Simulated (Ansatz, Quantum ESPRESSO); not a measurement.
**Ru (hcp): bulk modulus from a few volumes**

How stiff is hcp Ru under hydrostatic load? Each row relaxes cell and atoms at a set pressure. The phase is followed to these pressures whether or not it stays the stable one.

Calculated with Quantum ESPRESSO 7.5, PBEsol, PseudoDojo 0.4.1 norm-conserving potentials, cutoff 1170 eV, Fermi–Dirac smearing 0.05 eV, k-mesh 18×18×10, no spin polarisation, no spin-orbit coupling.

Reference cell, relaxed at zero pressure with PBEsol (P6_3/mmc): a = 2.6913 Å, b = 2.6913 Å, c = 4.2549 Å, α = 90.00°, β = 90.00°, γ = 120.00°.

```
atom       x       y       z
  Ru  0.3333  0.6667  0.7500
  Ru  0.6667  0.3333  0.2500
```

| V (Å³/atom) | V/V0 | P (GPa) | E − E0 (meV/atom) |
| --- | --- | --- | --- |
| 13.5050 | 1.0120 | −3.984 | 2.0 |
| 12.9896 | 0.9734 | 10.005 | 10.9 |
| 12.8307 | 0.9615 | 14.984 | 23.3 |
| 12.6816 | 0.9503 | 19.982 | 39.6 |
| 12.4095 | 0.9299 | 29.980 | 81.9 |

V0 = 13.3452 Å³ an atom, where the residual pressure P0 is +0.002 GPa. **Question.** Fit the Birch–Murnaghan law and give the pressure and the energy at V = 13.1613 Å³ an atom, a row left out above.

With the Eulerian strain f = ½[(V0/V)^(2/3) − 1] and F = (P − P0)/[3f(1 + 2f)^(5/2)], the third-order law is the line F = B0 + (3/2) B0 (B′ − 4) f.

```
       f  F (GPa)
 0.02483   356.55
 0.01729   353.72
 0.01328   352.24
 0.00908   350.90
−0.00395   342.93
```

A straight line through the 5 rows: the means are 0.01211 for f and 351.27 for F, Σ(Δx)² = 0.0004571 and ΣΔxΔy = 0.216, so the slope is 0.216/0.0004571 = 472.65 and the intercept 351.27 − (472.65)(0.01211) = 345.55.

Hence B0 = 345.5 GPa and B′ = 4 + (472.6)/(1.5 × 345.5) = 4.91. For the withheld volume f = 0.00465, F = 347.74 GPa and P = 4.96 GPa. The run itself gives 4.99 GPa, so the estimate misses by 0.03 GPa; the fitted rows themselves lie up to 0.06 GPa off the law.

Integrating the same law gives E − E0 = (9/2) B0 V0 f²[1 + (B′ − 4) f] + P0(V0 − V), with 1 GPa Å³ = 6.2415 meV: 2.8 meV an atom. The run itself gives 2.9 meV, so the estimate misses by 0.1 meV, a rounding's worth.

The same fit over all rows at other levels or in other programs gives B0 = 347 GPa with PBEsol (Ansatz) and 347 GPa with PBEsol (Quantum ESPRESSO, GBRV).

[Logs are printed without paths, hosts, clocks, repeated set-up lines and the standing remarks that a program may print on its own settings, such as how far it seeks lower states.]
